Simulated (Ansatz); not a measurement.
# Resistivity from frozen vibrations: Ag(111) with 4 thermally displaced layers, 2x2, part 2 of 2

Aim: the resistivity of Ag at 80 K from frozen thermal displacements between perfect leads.

Ansatz 0.2.0; Ansatz plane-wave DFT, PBE, PAW files; ballistic transport by layer matching (Landauer), zero bias; PAW set soft_1.

So far, open channels per spin nearest the Fermi level: step 2 (with 4 displaced layers) 3.23.

## Step 3: With 8 displaced layers

Each atom of 8 layers is moved at random, by amounts drawn from a normal law 0.0507 Å wide in each direction from the Debye model (225 K) at 80 K. A fresh draw is used; the growth of the resistance with length is what counts.

System of this step: Ag(111) with 8 thermally displaced layers, 2x2. The cell holds 56 atoms: 56 Ag. Cell: a = 5.779 Å, b = 5.779 Å, c = 33.070 Å, α = 87.5°, β = 92.5°, γ = 120.0°. It derives from Ag. Regions: lead, 24 atoms (24 Ag); scattering region, 32 atoms (32 Ag). The structure is stacked along c, and the current runs across the ab planes.

input.yaml reads:

```yaml
crystal:
  lattice:
    - [5.7787594586, 0.0, 0.0]
    - [-2.8893797293, 5.0045524935, 0.0]
    - [-1.4446898646, 0.8340920822, 33.0283613795]
  atoms:
    - { symbol: Ag, position: [0.005952381, 0.994047619, 0.0357142857] }
    - { symbol: Ag, position: [0.005952381, 0.494047619, 0.0357142857] }
    - { symbol: Ag, position: [0.505952381, 0.994047619, 0.0357142857] }
    - { symbol: Ag, position: [0.505952381, 0.494047619, 0.0357142857] }
    - { symbol: Ag, position: [0.1845238095, 0.3154761905, 0.1071428571] }
    - { symbol: Ag, position: [0.1845238095, 0.8154761905, 0.1071428571] }
    - { symbol: Ag, position: [0.6845238095, 0.3154761905, 0.1071428571] }
    - { symbol: Ag, position: [0.6845238095, 0.8154761905, 0.1071428571] }
    - { symbol: Ag, position: [0.3630952381, 0.1369047619, 0.1785714286] }
    - { symbol: Ag, position: [0.3630952381, 0.6369047619, 0.1785714286] }
    - { symbol: Ag, position: [0.8630952381, 0.1369047619, 0.1785714286] }
    - { symbol: Ag, position: [0.8630952381, 0.6369047619, 0.1785714286] }
    - { symbol: Ag, position: [0.0642137594, 0.9715575846, 0.2505482906] }
    - { symbol: Ag, position: [0.0312166614, 0.4581203746, 0.2510071593] }
    - { symbol: Ag, position: [0.5324797361, 0.9622240909, 0.2506594939] }
    - { symbol: Ag, position: [0.5416061302, 0.4465131487, 0.2489848205] }
    - { symbol: Ag, position: [0.21093369, 0.2674727216, 0.3240970976] }
    - { symbol: Ag, position: [0.2174889487, 0.7831588909, 0.3210318712] }
    - { symbol: Ag, position: [0.7409693841, 0.2929688205, 0.3224002566] }
    - { symbol: Ag, position: [0.7013545205, 0.7801138886, 0.322477478] }
    - { symbol: Ag, position: [0.4049505883, 0.0944681837, 0.3956524601] }
    - { symbol: Ag, position: [0.3841211884, 0.5942533094, 0.3942916901] }
    - { symbol: Ag, position: [0.9094251408, 0.1214168128, 0.3931463677] }
    - { symbol: Ag, position: [0.8910668205, 0.5976465909, 0.391183114] }
    - { symbol: Ag, position: [0.0695175414, 0.92885346, 0.4651773349] }
    - { symbol: Ag, position: [0.0853441291, 0.4145466421, 0.4668771312] }
    - { symbol: Ag, position: [0.5827208552, 0.9386708426, 0.4636217372] }
    - { symbol: Ag, position: [0.5724600609, 0.4248844225, 0.4658681625] }
    - { symbol: Ag, position: [0.2540569824, 0.2384619957, 0.5336565957] }
    - { symbol: Ag, position: [0.2464608894, 0.7488842937, 0.5372326966] }
    - { symbol: Ag, position: [0.7492959192, 0.2329462695, 0.5370537009] }
    - { symbol: Ag, position: [0.7412738926, 0.7366688986, 0.536667047] }
    - { symbol: Ag, position: [0.4166004247, 0.0695369685, 0.6062505078] }
    - { symbol: Ag, position: [0.4351504797, 0.5646580202, 0.6074529396] }
    - { symbol: Ag, position: [0.9371347928, 0.0574342337, 0.6093229179] }
    - { symbol: Ag, position: [0.9454599849, 0.5737212624, 0.6089299834] }
    - { symbol: Ag, position: [0.1242938628, 0.8954318625, 0.6786874038] }
    - { symbol: Ag, position: [0.0997039259, 0.385734173, 0.6773908445] }
    - { symbol: Ag, position: [0.6017827825, 0.8896670146, 0.6776991639] }
    - { symbol: Ag, position: [0.5988536085, 0.3762755775, 0.6789832322] }
    - { symbol: Ag, position: [0.3015032205, 0.2217269818, 0.7499786522] }
    - { symbol: Ag, position: [0.3081953607, 0.7222373899, 0.7517645762] }
    - { symbol: Ag, position: [0.7772333079, 0.2206871094, 0.7505210427] }
    - { symbol: Ag, position: [0.7973598054, 0.7119941989, 0.7505872234] }
    - { symbol: Ag, position: [0.4702380952, 0.0297619048, 0.8214285714] }
    - { symbol: Ag, position: [0.4702380952, 0.5297619048, 0.8214285714] }
    - { symbol: Ag, position: [0.9702380952, 0.0297619048, 0.8214285714] }
    - { symbol: Ag, position: [0.9702380952, 0.5297619048, 0.8214285714] }
    - { symbol: Ag, position: [0.1488095238, 0.8511904762, 0.8928571429] }
    - { symbol: Ag, position: [0.1488095238, 0.3511904762, 0.8928571429] }
    - { symbol: Ag, position: [0.6488095238, 0.8511904762, 0.8928571429] }
    - { symbol: Ag, position: [0.6488095238, 0.3511904762, 0.8928571429] }
    - { symbol: Ag, position: [0.3273809524, 0.1726190476, 0.9642857143] }
    - { symbol: Ag, position: [0.3273809524, 0.6726190476, 0.9642857143] }
    - { symbol: Ag, position: [0.8273809524, 0.1726190476, 0.9642857143] }
    - { symbol: Ag, position: [0.8273809524, 0.6726190476, 0.9642857143] }
kpoints:
  mp_grid: { grid: [4, 4, 1] }
hamiltonian:
  xc: pbe
  pseudopotentials: { kind: paw, azcp: { folder: soft_1 } }
scf:
  occupations: { method: fermi_dirac, width: 0.1 }
output:
  transmission: { leads: [[0, 4]], kmesh: [8, 8], e_range: [-0.05, 0.05], de: 0.05 }
  write_potential: true
  write_density: true
  volumetric_format: npy
```

Launch:

```
ansatz run input.yaml --threads 4 --pin off --max-ram 15360MiB --backend cpu --events-out ev --progress --plain --runs-dir out
```

Numbers of over 12 decimals in the logs are rounded to 6 here.

Output:

```text
[...]
Crystal: 56 atoms, lattice volume = 955.184 Å³
Basis set: ecut = 420 eV, 18759 PW (Γ)
Bands: 639, of which v1, the nominal top of the filled ones, is band 532 counted from 1 (531 counted from 0)
Symmetry: 1 space group operations
[...]
k-points: 10 of 16 (time reversal used)
[...]
SCF iter   1: F=—  HF=-425086.078217 eV  |F-HF|=—  |Δ(HF+E_count)|=         —  Δρ=7.06e-2  dr2=5.10e1  ethr=3.10e-3  ⟨swp⟩=4.0  Hψ=19061  notcnv=0  defer=97
[...]
SCF iter  10: F=-425072.511843 eV  HF=-425072.511843 eV  |F-HF|=3.77e-8  |Δ(HF+E_count)|=   3.09e-9  Δρ=1.37e-6  dr2=3.93e-8  ethr=9.40e-12  ⟨swp⟩=8.5  Hψ=23872  notcnv=0
SCF 1 converged in 10 iterations: F = -425072.511843 eV  dr2 = 3.93e-8
[...]
transmission: 141 of 1394 steps passed
transmission: 282 of 1394 steps passed
[...]
transmission: 1394 of 1394 steps passed
SCF converged after 10 iterations
Free energy (F): -425072.511843 eV
[...]
Internal energy: -425071.876468 eV  (E = F + TS)
E sigma→0 (E₀):  -425072.194155 eV
Entropy (-TS):   -0.635376 eV (-11.346 meV/atom)
Fermi energy:    17.155087 eV
[...]
--- Band table (eV; the first three rows and the last of 10) ---
  k-point 0: bands = [... 528 lower, 17.4312, 17.6654, 17.6788, 17.8817, 17.9019, 17.9113, 17.9202, 18.0909, ... 103 higher]
  k-point 1: bands = [... 528 lower, 16.9449, 17.0059, 17.0089, 17.0660, 17.1251, 17.2489, 17.2909, 17.4213, ... 103 higher]
  k-point 2: bands = [... 528 lower, 16.8901, 16.9125, 16.9510, 17.0100, 17.0430, 17.0614, 17.2106, 17.2292, ... 103 higher]
  k-point 9: bands = [... 528 lower, 16.7794, 16.8122, 17.0635, 17.0810, 17.0870, 17.1050, 17.3943, 17.4251, ... 103 higher]
--- Transmission ---
  basis      : 253 plane waves across, 41 finite elements along
  points     : 34, standing for a mesh of 8 x 8
[...]
channels       : 3.328125e0 a spin
[...]
junction   : crystal 0 to crystal 0, 0.70 to 31.37 Å
    transmission   : 3.259186e0 a spin
[...]
```

Run time: 8.8 min. Hardware: 4 threads of Intel Xeon Platinum 8259CL at 2.50GHz (Skylake/Cascade Lake), shared host; peak memory 10 GiB.

This step gave:

| Item | Value |
| --- | --- |
| free energy | -425072.5118 eV |
| energy at zero smearing | -425072.1942 eV |
| Fermi energy | 17.16 eV |
| transmission per spin nearest the Fermi level | 3.259 |
| open channels per spin nearest the Fermi level | 3.328 |
| step of the lead's potential | 2.3 meV |

Per spin. Transmission, zone mean against energy, zero at the Fermi level:

```csv
energy (eV),"transmission, zone mean"
-0.0500,3.26
0.0000,3.26
0.0500,3.19
```

Over the solved energies the transmission per spin lies between 3.19 and 3.26, out of 3.30 channels of the lead on average (up to 3.33).

## Step 4: With 12 displaced layers

Each atom of 12 layers is moved at random, by amounts drawn from a normal law 0.0507 Å wide in each direction from the Debye model (225 K) at 80 K. A fresh draw is used; the growth of the resistance with length is what counts.

System of this step: Ag(111) with 12 thermally displaced layers, 2x2. The cell holds 72 atoms: 72 Ag. Its edges and angles: a = 5.779 Å, b = 5.779 Å, c = 42.465 Å, α = 90.0°, β = 90.0°, γ = 120.0°. It derives from Ag. Regions: lead, 24 atoms (24 Ag); scattering region, 48 atoms (48 Ag). The structure is stacked along c, and the current runs across the ab planes.

input.yaml reads:

```yaml
crystal:
  lattice:
    - [5.7787594586, 0.0, 0.0]
    - [-2.8893797293, 5.0045524935, 0.0]
    - [0.0, 0.0, 42.4650360593]
  atoms:
    - { symbol: Ag, position: [0.0, 0.0, 0.0277777778] }
    - { symbol: Ag, position: [0.0, 0.5, 0.0277777778] }
    - { symbol: Ag, position: [0.5, 0.0, 0.0277777778] }
    - { symbol: Ag, position: [0.5, 0.5, 0.0277777778] }
    - { symbol: Ag, position: [0.1666666667, 0.3333333333, 0.0833333333] }
    - { symbol: Ag, position: [0.1666666667, 0.8333333333, 0.0833333333] }
    - { symbol: Ag, position: [0.6666666667, 0.3333333333, 0.0833333333] }
    - { symbol: Ag, position: [0.6666666667, 0.8333333333, 0.0833333333] }
    - { symbol: Ag, position: [0.3333333333, 0.1666666667, 0.1388888889] }
    - { symbol: Ag, position: [0.3333333333, 0.6666666667, 0.1388888889] }
    - { symbol: Ag, position: [0.8333333333, 0.1666666667, 0.1388888889] }
    - { symbol: Ag, position: [0.8333333333, 0.6666666667, 0.1388888889] }
    - { symbol: Ag, position: [0.0009838026, 0.9963659461, 0.1921752967] }
    - { symbol: Ag, position: [0.9949760097, 0.4918620883, 0.1957333616] }
    - { symbol: Ag, position: [0.4978905099, 0.0008452011, 0.1934306426] }
    - { symbol: Ag, position: [0.4954641464, 0.4998832259, 0.1926720037] }
    - { symbol: Ag, position: [0.1687662682, 0.332259335, 0.2485851265] }
    - { symbol: Ag, position: [0.1482347838, 0.8385280671, 0.2496449045] }
    - { symbol: Ag, position: [0.6608236602, 0.3309422305, 0.2521675304] }
    - { symbol: Ag, position: [0.6666684966, 0.834210367, 0.2482255335] }
    - { symbol: Ag, position: [0.3524231181, 0.1759563772, 0.3068286876] }
    - { symbol: Ag, position: [0.3383919957, 0.675947941, 0.3059981921] }
    - { symbol: Ag, position: [0.8379396811, 0.165125689, 0.3037968221] }
    - { symbol: Ag, position: [0.8325591049, 0.6470748951, 0.3052692484] }
    - { symbol: Ag, position: [0.9929270534, 0.9894408766, 0.3618427272] }
    - { symbol: Ag, position: [0.9960316999, 0.4955766393, 0.3617314181] }
    - { symbol: Ag, position: [0.5028528688, 0.0140636413, 0.3615304888] }
    - { symbol: Ag, position: [0.4859977482, 0.4803140104, 0.3595506199] }
    - { symbol: Ag, position: [0.1759405116, 0.3328209592, 0.4163288245] }
    - { symbol: Ag, position: [0.1745822418, 0.8203463074, 0.4159678239] }
    - { symbol: Ag, position: [0.6654910924, 0.3392700908, 0.4158748958] }
    - { symbol: Ag, position: [0.6531616286, 0.8170809425, 0.4175369711] }
    - { symbol: Ag, position: [0.3379903874, 0.161843277, 0.4724171295] }
    - { symbol: Ag, position: [0.3196099886, 0.6618894841, 0.4738664777] }
    - { symbol: Ag, position: [0.8462199052, 0.1900594614, 0.4712828956] }
    - { symbol: Ag, position: [0.837431877, 0.6646871393, 0.4728973908] }
    - { symbol: Ag, position: [0.9970956565, 0.9943177806, 0.5267424843] }
    - { symbol: Ag, position: [0.0264934186, 0.4992168691, 0.5253713747] }
    - { symbol: Ag, position: [0.4977452819, 0.0068652592, 0.5271811371] }
    - { symbol: Ag, position: [0.5170039885, 0.5101494406, 0.527595998] }
    - { symbol: Ag, position: [0.1574390889, 0.3231595646, 0.5824980904] }
    - { symbol: Ag, position: [0.159846551, 0.8455280358, 0.585231455] }
    - { symbol: Ag, position: [0.6496696761, 0.3213686068, 0.5812230366] }
    - { symbol: Ag, position: [0.6424888972, 0.8018811832, 0.5819702961] }
    - { symbol: Ag, position: [0.3429555281, 0.1631666778, 0.6399086312] }
    - { symbol: Ag, position: [0.3379592548, 0.6844937008, 0.639126608] }
    - { symbol: Ag, position: [0.8429055392, 0.1925103625, 0.6385017092] }
    - { symbol: Ag, position: [0.8236470461, 0.6687110373, 0.6388425485] }
    - { symbol: Ag, position: [0.0046843758, 0.9906683111, 0.695404682] }
    - { symbol: Ag, position: [0.004097228, 0.4932395609, 0.6946392372] }
    - { symbol: Ag, position: [0.5045912704, 0.0237516768, 0.693604222] }
    - { symbol: Ag, position: [0.4906312625, 0.4892082219, 0.6940314313] }
    - { symbol: Ag, position: [0.1705021349, 0.3411073194, 0.7492715299] }
    - { symbol: Ag, position: [0.1578665919, 0.8189911551, 0.749012693] }
    - { symbol: Ag, position: [0.6961027373, 0.3438760849, 0.7490675569] }
    - { symbol: Ag, position: [0.6500005416, 0.8234554033, 0.7499741171] }
    - { symbol: Ag, position: [0.3298694647, 0.1591298982, 0.8040203361] }
    - { symbol: Ag, position: [0.348092357, 0.6712400531, 0.805108598] }
    - { symbol: Ag, position: [0.8287176441, 0.1613050872, 0.8020520862] }
    - { symbol: Ag, position: [0.8289278152, 0.6558272357, 0.8043590912] }
    - { symbol: Ag, position: [0.0, 0.0, 0.8611111111] }
    - { symbol: Ag, position: [0.0, 0.5, 0.8611111111] }
    - { symbol: Ag, position: [0.5, 0.0, 0.8611111111] }
    - { symbol: Ag, position: [0.5, 0.5, 0.8611111111] }
    - { symbol: Ag, position: [0.1666666667, 0.3333333333, 0.9166666667] }
    - { symbol: Ag, position: [0.1666666667, 0.8333333333, 0.9166666667] }
    - { symbol: Ag, position: [0.6666666667, 0.3333333333, 0.9166666667] }
    - { symbol: Ag, position: [0.6666666667, 0.8333333333, 0.9166666667] }
    - { symbol: Ag, position: [0.3333333333, 0.1666666667, 0.9722222222] }
    - { symbol: Ag, position: [0.3333333333, 0.6666666667, 0.9722222222] }
    - { symbol: Ag, position: [0.8333333333, 0.1666666667, 0.9722222222] }
    - { symbol: Ag, position: [0.8333333333, 0.6666666667, 0.9722222222] }
kpoints:
  mp_grid: { grid: [4, 4, 1] }
hamiltonian:
  xc: pbe
  pseudopotentials: { kind: paw, azcp: { folder: soft_1 } }
scf:
  occupations: { method: fermi_dirac, width: 0.1 }
output:
  transmission: { leads: [[0, 4]], kmesh: [8, 8], e_range: [-0.05, 0.05], de: 0.05 }
  write_potential: true
  write_density: true
  volumetric_format: npy
```

Output:

```text
[...]
Crystal: 72 atoms, lattice volume = 1228.093 Å³
Basis set: ecut = 420 eV, 24081 PW (Γ)
Bands: 821, of which v1, the nominal top of the filled ones, is band 684 counted from 1 (683 counted from 0)
Symmetry: 1 space group operations
[...]
k-points: 10 of 16 (time reversal used)
[...]
SCF iter   1: F=—  HF=-546538.836717 eV  |F-HF|=—  |Δ(HF+E_count)|=         —  Δρ=7.05e-2  dr2=6.54e1  ethr=3.10e-3  ⟨swp⟩=4.0  Hψ=24465  notcnv=0  defer=145
[...]
SCF iter  11: F=-546521.418519 eV  HF=-546521.418519 eV  |F-HF|=7.83e-8  |Δ(HF+E_count)|=   1.00e-8  Δρ=6.72e-7  dr2=7.91e-8  ethr=7.31e-12  ⟨swp⟩=8.1  Hψ=30236  notcnv=0
SCF 1 converged in 11 iterations: F = -546521.418519 eV  dr2 = 7.91e-8
[...]
transmission: 186 of 1802 steps passed
transmission: 363 of 1802 steps passed
[...]
transmission: 1802 of 1802 steps passed
SCF converged after 11 iterations
Free energy (F): -546521.418519 eV
[...]
Internal energy: -546520.583719 eV  (E = F + TS)
E sigma→0 (E₀):  -546521.001119 eV
Entropy (-TS):   -0.834801 eV (-11.594 meV/atom)
Fermi energy:    17.236584 eV
[...]
--- Band table (eV; the first three rows and the last of 10) ---
  k-point 0: bands = [... 680 lower, 17.4586, 17.7987, 17.8100, 17.8274, 17.8391, 17.8496, 17.8663, 18.0944, ... 133 higher]
  k-point 1: bands = [... 680 lower, 17.0213, 17.0921, 17.1022, 17.1983, 17.2060, 17.2597, 17.3126, 17.3363, ... 133 higher]
  k-point 2: bands = [... 680 lower, 16.9040, 16.9107, 16.9213, 16.9331, 17.2379, 17.2490, 17.2847, 17.2891, ... 133 higher]
  k-point 9: bands = [... 680 lower, 16.9009, 16.9087, 16.9121, 16.9303, 17.2345, 17.2417, 17.2823, 17.2926, ... 133 higher]
--- Transmission ---
  basis      : 253 plane waves across, 53 finite elements along
  points     : 34, standing for a mesh of 8 x 8
[...]
channels       : 3.234375e0 a spin
[...]
junction   : crystal 0 to crystal 0, 0.70 to 40.80 Å
    transmission   : 3.144486e0 a spin
[...]
```

Wall time 15 min (4 threads); peak memory 8.2 GiB; 53 min of CPU time.

This step gave:

- free energy: -546521.4185 eV
- energy at zero smearing: -546521.0011 eV
- Fermi energy: 17.24 eV
- transmission per spin nearest the Fermi level: 3.144
- open channels per spin nearest the Fermi level: 3.234
- step of the lead's potential: 5.7 meV

Per spin. Table of transmission, zone mean by energy, zero at the Fermi level:

| energy (eV) | transmission, zone mean |
| --- | --- |
| -0.0500 | 3.14 |
| 0.0000 | 3.14 |
| 0.0500 | 3.15 |

Over the solved energies the transmission per spin lies between 3.14 and 3.15, out of 3.23 channels of the lead on average (up to 3.23).

## Step 5: The fit

This step: Ansatz plane-wave DFT, PBE, PAW files; ballistic transport by layer matching (Landauer), zero bias; resistivity from the slope of the area resistance; PAW set soft_1 (Ansatz 0.2.0).

Numbers from this step:

```
resistivity           : 1.339 µΩ cm
intercept             : -0.004449 fΩ m²
scatter about the fit : 4.37e-4 fΩ m²
```

Resistance, by row:

```csv
run,length (Å),T,channels N,RA (fΩ m²)
n4,9.437,3.212,3.234,0.007874
n8,18.87,3.236,3.297,0.02143
n12,28.31,3.144,3.234,0.03314
```

Area resistance against length of the displaced region:

```csv
length of the displaced region (Å),area resistance (fΩ m²)
9.44,0.00787
18.87,0.0214
28.31,0.0331
```

The area resistance goes from 0.0079 to 0.033 fΩ m² between 9.4 and 28.3 Å, a slope of 1.3 µΩ cm.

By hand from the end points: (0.03314 − 0.007874) fΩ m² / (28.31 − 9.44) Å = 1.3 µΩ cm, since 1 fΩ m² per Å is 1000 µΩ cm.

## Step 6: What came out

```
resistivity from the slope  : 1.34 µΩ cm
area resistance over 9.44 Å : 0.00787 fΩ m²
area resistance over 18.9 Å : 0.0214 fΩ m²
area resistance over 28.3 Å : 0.0331 fΩ m²
```

The slope gives 1.3 µΩ cm. The points scatter by 4.4e-4 fΩ m² about the line, with one random draw a length in a 2x2 cell, so the slope is a rough value. The mean square of the displacements drawn is 0.78, 0.99 and 1.2 of the nominal one at the three lengths; with each resistance scaled back by that, the slope is 0.96 µΩ cm, the value used below. The lead's own channel count moves between the runs (3.23, 3.30 and 3.23), which shifts RA and the slope too. Read with a model of isotropic scattering on a spherical Fermi surface and the lead's 0.87×10¹⁵ S/m², this slope means a mean free path near 1152 Å; over these lengths the model's slope is 1.27 times its bulk resistivity, which would be 0.75 µΩ cm. This far under the Debye temperature the model doesn't describe a real metal: frozen displacements count zero-point motion as scattering and turn electrons through all angles, while in the metal the short-wave phonons freeze out. The measured value is 0.289 µΩ cm (CRC Handbook of Chemistry and Physics, 84th ed., 2003, Electrical Resistivity of Pure Metals); the scaled slope is 3.3 times that and the corrected value 2.6: clearly high.

[Logs are printed without paths, hosts, clocks, repeated set-up lines and the standing remarks that a program may print on its own settings, such as how far it seeks lower states.]

[Hosts, paths, dates, database ids (printed as entryN), source tags and the programs' standing remarks are cut or masked in the printed files.]
